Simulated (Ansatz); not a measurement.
# NaVS3 (model cell, started as cubic perovskite with V in the octahedra): a soft mode frozen in

Aim: this structure of NaVS3 (model cell, started as cubic perovskite with V in the octahedra) is to be tested for unstable modes, and one is followed downhill.

Calculated with Ansatz 0.2.0; DFT PBEsol, scalar-relativistic, plane waves, PAW; PAW set soft_1.

Report form: the programs' logs are mostly left out.

The structure was built from a prototype and need not be the compound's stable phase.

## (1) The structure

It takes space group Pm-3m (No. 221, cubic). The conventional cell has a = 4.568 Å, b = 4.568 Å, c = 4.568 Å, α = 90.00°, β = 90.00°, γ = 90.00°. Na has 12 S at 3.23 Å nearest. V has 6 S at 2.28 Å nearest. S has 2 V at 2.28 Å and 4 Na at 3.23 Å nearest. Farther neighbours and most contacts between anions are not listed.

## (2) Response at finite wavevector

The cell comes from relaxations at this level that are not shown. Stability and thermal properties need the whole zone. Linear response on a 4×4×4 q mesh gives force constants as far as a supercell of that size would.

Input file input.yaml:

```yaml
crystal:
  lattice:
    - [4.5683033595, 0.0, 0.0]
    - [0.0, 4.5683033595, 0.0]
    - [0.0, 0.0, 4.5683033595]
  atoms:
    - { symbol: Na, position: [0.0, 0.0, 0.0] }
    - { symbol: V, position: [0.5, 0.5, 0.5] }
    - { symbol: S, position: [0.5, 0.5, 0.0] }
    - { symbol: S, position: [0.5, 0.0, 0.5] }
    - { symbol: S, position: [0.0, 0.5, 0.5] }
kpoints:
  mp_grid: { grid: [8, 8, 8] }
hamiltonian:
  xc: pbesol
  pseudopotentials: { kind: paw, azcp: { folder: soft_1 }, xc_functional: pbe }
scf:
  occupations: { method: methfessel_paxton, width: 0.2 }
output:
  eigenvalues: true
phonons:
  method: dfpt
  qmesh: [4, 4, 4]
  temperatures: { t_max: 1000, t_step: 50 }
  qpath:
    path:
      - [[0.0, 0.0, 0.0], [0.0, 0.5, 0.0], [0.5, 0.5, 0.0], [0.0, 0.0, 0.0], [0.5, 0.5, 0.5], [0.0, 0.5, 0.0]]
      - [[0.5, 0.5, 0.5], [0.5, 0.5, 0.0]]
    npoints: 10
```

Command:

```sh
$ ansatz run input.yaml --threads 8 --pin off --max-ram 16384MiB --backend cpu --events-out ev --progress --plain --runs-dir out
```

Wall time 6.3 min (8 threads of Arm Neoverse V2, shared host); peak memory 3.1 GiB; 48 min of CPU time.

This step gave:

| Item | Value |
| --- | --- |
| volume per atom | 19.07 Å³ |
| gap on the k-mesh | 0 eV |
| sum-rule residual before enforcement | 2.47e-5 eV/Å² |
| lowest frequency on the path | -216.2 cm⁻¹ |
| point group | m-3m |
| highest frequency on the path or at a solved wavevector | 453.7 cm⁻¹ |
| highest optical mode at the zone centre (no LO-TO term) | 352.1 cm⁻¹ |
| lowest optical zone-centre mode | -93.33 cm⁻¹ |
| lowest mode on the q mesh (acoustic modes at Γ apart) | -216.2 cm⁻¹ |

Frequencies (cm⁻¹) solved at each irreducible wavevector; negative means imaginary. Frequencies by wavevector, by row:

| q in reciprocal lattice units | star | mode 1 | mode 2 | mode 3 | mode 4 | mode 13 | mode 14 | mode 15 |
| --- | --- | --- | --- | --- | --- | --- | --- | --- |
| 0 0 0 | 1 | -93.3 | -93.3 | -93.3 | 0 | 352.1 | 352.1 | 352.1 |
| 0 0 0.25 | 6 | -165.3 | -86.7 | -86.7 | 38.5 | 346.6 | 346.6 | 355.6 |
| 0 0 -0.5 | 3 | -97.5 | -97.5 | 54.4 | 54.4 | 336.9 | 336.9 | 380.8 |
| 0 0.25 0.25 | 12 | -149.2 | -126.5 | -87 | 26.8 | 333.7 | 340.9 | 376.2 |
| 0 0.25 -0.5 | 12 | -140.3 | -99.6 | -21.4 | 58.3 | 292.7 | 330.7 | 401.1 |
| 0 -0.5 -0.5 | 3 | -111.4 | -76.2 | 50.4 | 50.4 | 227.9 | 319.9 | 418.6 |
| 0.25 0.25 0.25 | 8 | -104.7 | -104.7 | -82.9 | 29.5 | 333.5 | 333.5 | 396.7 |
| 0.25 0.25 -0.5 | 12 | -92.4 | -89.3 | -34.5 | 21.7 | 266 | 316.2 | 421.9 |
| 0.25 -0.5 -0.5 | 6 | -102.9 | -76.5 | -52 | -11.3 | 227.8 | 271 | 441.3 |
| -0.5 -0.5 -0.5 | 1 | -216.2 | -216.2 | -76.5 | -76.5 | 226.4 | 226.4 | 453.6 |

Interpolated from a 4×4×4 q mesh. The phonon branches at the labelled points (cm⁻¹):

| point | branch 1 | branch 2 | branch 3 | branch 4 | branch 12 | branch 13 | branch 14 | branch 15 |
| --- | --- | --- | --- | --- | --- | --- | --- | --- |
| Γ | -93 | -93 | -93 | 0 | 88 | 352 | 352 | 352 |
| halfway | -165 | -87 | -87 | 38 | 125 | 347 | 347 | 356 |
| X | -98 | -98 | 54 | 54 | 189 | 337 | 337 | 381 |
| halfway | -140 | -100 | -22 | 58 | 205 | 293 | 331 | 401 |
| M | -111 | -76 | 50 | 50 | 186 | 228 | 320 | 419 |
| halfway | -149 | -126 | -87 | 27 | 172 | 334 | 341 | 376 |
| Γ | -93 | -93 | -93 | 0 | 88 | 352 | 352 | 352 |
| halfway | -105 | -105 | -83 | 30 | 174 | 334 | 334 | 397 |
| R | -216 | -216 | -76 | -76 | 226 | 226 | 226 | 454 |
| halfway | -92 | -89 | -34 | 22 | 208 | 266 | 316 | 422 |
| X | -98 | -98 | 54 | 54 | 189 | 337 | 337 | 381 |
| jump to R | -216 | -216 | -76 | -76 | 226 | 226 | 226 | 454 |
| halfway | -103 | -76 | -52 | -11 | 203 | 228 | 271 | 441 |
| M | -111 | -76 | 50 | 50 | 186 | 228 | 320 | 419 |

Symmetry leaves 10 wavevectors to solve. The lowest mode among them, the acoustic zeros apart, lies at q = (-0.5, -0.5, -0.5) and is imaginary, 216.2i cm⁻¹, so the energy falls along it.

## (3) The mode frozen in, largest atomic shift 0 Å

The mode followed lies at q = (0, 0.25, 0.25) with frequency 149.2i cm⁻¹, one of the unstable modes though not the softest. At small amplitude the distorted cell has space group no. 51 by a symmetry search on the positions. The undistorted cell that holds it gives the zero of energy on the same k mesh.

System of this step: NaVS3 (model cell, started as cubic perovskite with V in the octahedra). It takes space group Pm-3m (No. 221, cubic). Conventional cell: a = 4.568 Å, b = 4.568 Å, c = 4.568 Å, α = 90.00°, β = 90.00°, γ = 90.00°. Nearest to Na lie 12 S at 3.23 Å. Nearest to V lie 6 S at 2.28 Å. S has 2 V at 2.28 Å and 4 Na at 3.23 Å nearest. S has 2 V at 2.28 Å and 4 Na at 3.23 Å nearest. Farther neighbours and most contacts between anions are not listed.

Input file input.yaml:

```yaml
crystal:
  lattice:
    - [4.5683033595, 0.0, 0.0]
    - [0.0, 4.5683033595, -4.5683033595]
    - [0.0, 9.136606719, 9.136606719]
  atoms:
    - { symbol: Na, position: [0.0, 0.0, 0.0] }
    - { symbol: Na, position: [0.0, 0.5, 0.25] }
    - { symbol: Na, position: [0.0, 0.0, 0.5] }
    - { symbol: Na, position: [0.0, 0.5, 0.75] }
    - { symbol: V, position: [0.5, 0.0, 0.25] }
    - { symbol: V, position: [0.5, 0.5, 0.5] }
    - { symbol: V, position: [0.5, 0.0, 0.75] }
    - { symbol: V, position: [0.5, 0.5, 0.0] }
    - { symbol: S, position: [0.5, 0.25, 0.125] }
    - { symbol: S, position: [0.5, 0.75, 0.375] }
    - { symbol: S, position: [0.5, 0.25, 0.625] }
    - { symbol: S, position: [0.5, 0.75, 0.875] }
    - { symbol: S, position: [0.5, 0.75, 0.125] }
    - { symbol: S, position: [0.5, 0.25, 0.375] }
    - { symbol: S, position: [0.5, 0.75, 0.625] }
    - { symbol: S, position: [0.5, 0.25, 0.875] }
    - { symbol: S, position: [0.0, 0.0, 0.25] }
    - { symbol: S, position: [0.0, 0.5, 0.5] }
    - { symbol: S, position: [0.0, 0.0, 0.75] }
    - { symbol: S, position: [0.0, 0.5, 0.0] }
kpoints:
  mp_grid: { grid: [8, 6, 4] }
hamiltonian:
  xc: pbesol
  pseudopotentials: { kind: paw, azcp: { folder: soft_1 }, xc_functional: pbe }
scf:
  occupations: { method: methfessel_paxton, width: 0.2 }
output:
  forces: true
  stress: true
  eigenvalues: true
```

Elapsed: 16 s, on 8 threads; peak memory 2.6 GiB.

Numbers from this step:

| Property | Result |
| --- | --- |
| pressure | 0.01155 GPa |
| energy from the undistorted cell | 0 meV/atom |

The run ends at a pressure of 0.01 GPa.

## (4) The mode frozen in, largest atomic shift 0.22 Å

The atoms are moved along the unstable eigenvector, the largest shift by 0.22 Å, with the cell fixed.

Input file input.yaml:

```yaml
crystal:
  lattice:
    - [4.5683033595, 0.0, 0.0]
    - [0.0, 4.5683033595, -4.5683033595]
    - [0.0, 9.136606719, 9.136606719]
  atoms:
    - { symbol: Na, position: [0.0, 0.0035822577, 0.0] }
    - { symbol: Na, position: [0.0, 0.5, 0.25] }
    - { symbol: Na, position: [0.0, -0.0035822577, 0.5] }
    - { symbol: Na, position: [0.0, 0.5, 0.75] }
    - { symbol: V, position: [0.5, 0.0, 0.25] }
    - { symbol: V, position: [0.5, 0.4659472063, 0.5] }
    - { symbol: V, position: [0.5, 0.0, 0.75] }
    - { symbol: V, position: [0.5, 0.5340527937, 0.0] }
    - { symbol: S, position: [0.5, 0.2406205509, 0.123219113] }
    - { symbol: S, position: [0.5, 0.7593794491, 0.376780887] }
    - { symbol: S, position: [0.5, 0.2593794491, 0.626780887] }
    - { symbol: S, position: [0.5, 0.7406205509, 0.873219113] }
    - { symbol: S, position: [0.5, 0.7406205509, 0.126780887] }
    - { symbol: S, position: [0.5, 0.2593794491, 0.373219113] }
    - { symbol: S, position: [0.5, 0.7593794491, 0.623219113] }
    - { symbol: S, position: [0.5, 0.2406205509, 0.876780887] }
    - { symbol: S, position: [0.0, 0.0, 0.25] }
    - { symbol: S, position: [0.0, 0.5265781553, 0.5] }
    - { symbol: S, position: [0.0, 0.0, 0.75] }
    - { symbol: S, position: [0.0, 0.4734218447, 0.0] }
kpoints:
  mp_grid: { grid: [8, 6, 4] }
hamiltonian:
  xc: pbesol
  pseudopotentials: { kind: paw, azcp: { folder: soft_1 }, xc_functional: pbe }
scf:
  occupations: { method: methfessel_paxton, width: 0.2 }
output:
  forces: true
  stress: true
  eigenvalues: true
```

Run time: 18 s. Hardware: 8 threads; peak memory 2.6 GiB; 2.4 min of CPU time.

Numbers from this step:

* pressure: 0.7156 GPa
* energy from the undistorted cell: -4.563 meV/atom

The energy, extrapolated to zero smearing, is -4.56 meV/atom against the undistorted cell.

The run ends at a pressure of 0.72 GPa, with forces up to 0.48 eV/Å.

## (5) Energy along the mode, all amplitudes (two of the runs are shown above)

An imaginary frequency means negative curvature, so the energy should fall and then rise again as anharmonic terms take over.

This step gave:

```
depth at the lowest point sampled  : 4.563 meV/atom
largest atomic shift at that point : 0.22 Å
```

Table of energy from the parent by largest atomic shift:

| largest atomic shift (Å) | energy from the parent (meV/atom) |
| --- | --- |
| 0.000 | 0 |
| 0.040 | -0.621 |
| 0.080 | -2.16 |
| 0.140 | -4.55 |
| 0.220 | -4.56 |
| 0.320 | 6.06 |

Displacement at unit largest shift by atom:

| atom | x (Å) | y (Å) | z (Å) | size |
| --- | --- | --- | --- | --- |
| Na1 | 0.000 | 0.074 | -0.074 | 0.105 |
| Na2 | 0.000 | 0.000 | 0.000 | 0.000 |
| Na3 | 0.000 | -0.074 | 0.074 | 0.105 |
| Na4 | 0.000 | 0.000 | 0.000 | 0.000 |
| V5 | 0.000 | 0.000 | 0.000 | 0.000 |
| V6 | 0.000 | -0.707 | 0.707 | 1.000 |
| V7 | 0.000 | 0.000 | 0.000 | 0.000 |
| V8 | 0.000 | 0.707 | -0.707 | 1.000 |
| S9 | 0.000 | -0.269 | 0.121 | 0.295 |
| S10 | 0.000 | 0.269 | -0.121 | 0.295 |
| S11 | 0.000 | 0.269 | -0.121 | 0.295 |
| S12 | 0.000 | -0.269 | 0.121 | 0.295 |
| S13 | 0.000 | -0.121 | 0.269 | 0.295 |
| S14 | 0.000 | 0.121 | -0.269 | 0.295 |
| S15 | 0.000 | 0.121 | -0.269 | 0.295 |
| S16 | 0.000 | -0.121 | 0.269 | 0.295 |
| S17 | 0.000 | 0.000 | 0.000 | 0.000 |
| S18 | 0.000 | 0.552 | -0.552 | 0.781 |
| S19 | 0.000 | 0.000 | 0.000 | 0.000 |
| S20 | 0.000 | -0.552 | 0.552 | 0.781 |

The lowest of the steps tried is at 0.22 Å, 4.56 meV/atom below the parent; the bottom of the well need not coincide with a step.

## (6) Relaxation from the frozen mode

Starting from the lowest point found, all atoms and the cell are let go, so that strain and other modes of the same symmetry can join in.

Changes to input.yaml since step 4:

```diff
@@ -37 +37,6 @@
   eigenvalues: true
+relax:
+  adjacent_minimum: "off"
+  f_tol: 0.002
+  max_steps: 120
+  cell: { stress_tol: 0.03 }
```

The job ended after 7.1 min (8 threads; peak memory 2.7 GiB).

Relaxation path (22 of 24):

| step | energy less that of the first step (eV) | largest force component (eV/Å) | pressure (GPa) | volume (Å³) |
| --- | --- | --- | --- | --- |
| 1 | 0.0000 | 0.4229 | 0.72 | 381.35 |
| 2 | -0.0734 | 0.1240 | 0.07 | 383.14 |
| 3 | -0.1252 | 0.2740 | -0.26 | 383.27 |
| 4 | -0.1674 | 0.2551 | -0.38 | 382.06 |
| 5 | -0.1883 | 0.1675 | -0.24 | 381.77 |
| 6 | -0.1973 | 0.0428 | 0.05 | 380.93 |
| 8 | -0.2006 | 0.0289 | -0.02 | 380.34 |
| 9 | -0.2749 | 0.2544 | -0.12 | 376.75 |
| 10 | -0.5782 | 0.2745 | 0.84 | 369.48 |
| 11 | -0.6023 | 0.2796 | 0.09 | 373.62 |
| 12 | -0.6334 | 0.2880 | 0.14 | 375.69 |
| 13 | -0.6610 | 0.1284 | -0.34 | 375.42 |
| 14 | -0.6688 | 0.0766 | 0.01 | 374.17 |
| 15 | -0.6742 | 0.0347 | 0.08 | 374.20 |
| 16 | -0.6745 | 0.0221 | -0.01 | 374.69 |
| 17 | -0.6747 | 0.0041 | -0.02 | 374.76 |
| 19 | -0.6747 | 0.0053 | 0.01 | 374.62 |
| 20 | -0.6747 | 0.0008 | 0.00 | 374.68 |
| 21* | -0.6835 | 0.0007 | 0.03 | 374.68 |
| 22 | -0.6837 | 0.0056 | 0.00 | 374.91 |
| 23 | -0.6838 | 0.0018 | 0.00 | 374.93 |
| 24* | -0.6839 | 0.0018 | 0.00 | 374.93 |

Relaxation steps marked * repeat the geometry before them on a plane-wave basis chosen anew for their cell, so energy and pressure can jump there. Other such steps can lie between the rows shown.

The run keeps the 8 symmetry operations that it works with, so distortions that break them were not tested.

| cell as run | before | after | change |
| --- | --- | --- | --- |
| a (Å) | 4.568 | 4.585 | +0.4 % |
| b (Å) | 6.461 | 7.056 | +9.2 % |
| c (Å) | 12.921 | 11.588 | -10.3 % |
| volume (Å³/atom) | 19.07 | 18.75 | -1.7 % |

The atoms that moved most (Å, as changes of fractional coordinates times the final cell):

| atom | dx | dy | dz | length |
| --- | --- | --- | --- | --- |
| Na3 | 0.000 | 0.441 | -0.441 | 0.624 |
| Na1 | 0.000 | -0.441 | 0.441 | 0.624 |
| S15 | 0.000 | -0.101 | -0.440 | 0.451 |
| S10 | 0.000 | 0.440 | 0.101 | 0.451 |
| S9 | 0.000 | -0.440 | -0.101 | 0.451 |
| S16 | 0.000 | 0.101 | 0.440 | 0.451 |
| S11 | 0.000 | 0.223 | 0.079 | 0.237 |
| S14 | 0.000 | -0.079 | -0.223 | 0.237 |

Final coordinates:

```xyz
20
Lattice="4.5854 0.0000 0.0000 0.0000 4.9896 -4.9896 0.0000 8.1936 8.1936" Properties=species:S:1:pos:R:3 pbc="T T T"
Na    0.0000   -0.4235    0.4235
Na    0.0000    4.5432   -0.4464
Na    0.0000    4.5203    3.6733
Na    0.0000    8.6400    3.6504
V     2.2927    2.0484    2.0484
V     2.2927    6.4341    1.7595
V     2.2927    6.1452    6.1452
V     2.2927    2.6523   -2.6523
S     2.2927    1.7703   -0.2916
S     2.2927    7.3161   -0.6012
S     2.2927    6.6529    3.9202
S     2.2927   10.6272    3.3807
S     2.2927    4.8130   -2.4335
S     2.2927    4.2735    1.5407
S     2.2927    8.7948    0.8775
S     2.2927    8.4852    6.4234
S     0.0000    2.0484    2.0484
S     0.0000    6.6307    1.5630
S     0.0000    6.1452    6.1452
S     0.0000    2.4557   -2.4557
```

This step gave:

| Property | Result |
| --- | --- |
| pressure | 0.003313 GPa |
| volume per atom | 18.75 Å³ |

The distorted start has space group Pmma; the relaxation ends in Pmma.

## (7) The phases reached

The phases reached along the modes that were followed are set side by side.

Energies are those of the first relaxation, on the mesh of the frozen mode; space group, volume and gap are those of the last relaxation. Phases, by row:

| mode frozen in | space group | energy from parent (meV/atom) | volume (Å³/atom) | gap on mesh (eV) | lowest zone-centre optical mode (cm⁻¹) | largest shift (Å) |
| --- | --- | --- | --- | --- | --- | --- |
| parent | Pm-3m | 0 | 19.07 | 0 | – | – |
| q = (-0.5, -0.5, -0.5), 216i cm⁻¹ | I4/mmm | -1.77 | 19.15 | 0 | -91.1 | 0.069 |
| q = (-0.5, -0.5, -0.5), 216i cm⁻¹ | I4/mcm | -1.86 | 19.15 | 0 | -94.9 | 0.061 |
| q = (-0.5, -0.5, -0.5), 216i cm⁻¹ | I4/mcm | -1.86 | 19.15 | 0 | -94.8 | 0.061 |
| q = (0, 0.25, 0.25), 149i cm⁻¹ | Pmma | -38.71 | 18.75 | 0 | – | 0.599 |

## (8) What came out

```json
{
  "unstable mode of the parent": "q = (0, 0.25, 0.25), 149i cm⁻¹",
  "depth at the lowest point sampled": "4.56 meV/atom",
  "largest atomic shift at that point": "0.22 Å",
  "space group reached (within 0.01 Å)": "Pmma",
  "energy gained over the parent (first relaxation, on the mesh of the frozen mode)": "38.7 meV/atom",
  "volume per atom, phase reached": "18.7 Å³"
}
```

What this shows: From this start the structure relaxes into Pmma, 38.7 meV/atom below the parent. At the parent's cell the well is 4.563 meV/atom deep on the steps tried, with its lowest point at a shift of 0.22 Å. Relaxing atoms and cell changes the gain by +34.15 meV/atom against the lowest step (energies at zero smearing). Most of the total comes from this relaxation. The frozen pattern makes up only 15 % of the final shifts of the atoms, so other modes or strain give most of the change. The modes of the phase reached were not computed on this path. Of the 4 patterns followed to their end from this parent, this one reaches the lowest energy. Each path keeps the symmetry of its pattern, so a lower phase may lie along a pattern not tried. With no gap, or one that is small against the smearing, the frequencies hang on the k mesh and the smearing, most of all near Kohn anomalies. The phonon runs are without spin polarisation, although V often carries a moment. The PAW files were made for PBE and serve the other functionals too. The starting cell was built on a prototype and not taken from a measurement, so the phase need not exist.

[Logs are printed without paths, hosts, clocks, repeated set-up lines and the standing remarks that a program may print on its own settings, such as how far it seeks lower states.]

[Hosts, paths, dates, database ids (printed as entryN), source tags and the programs' standing remarks are cut or masked in the printed files.]
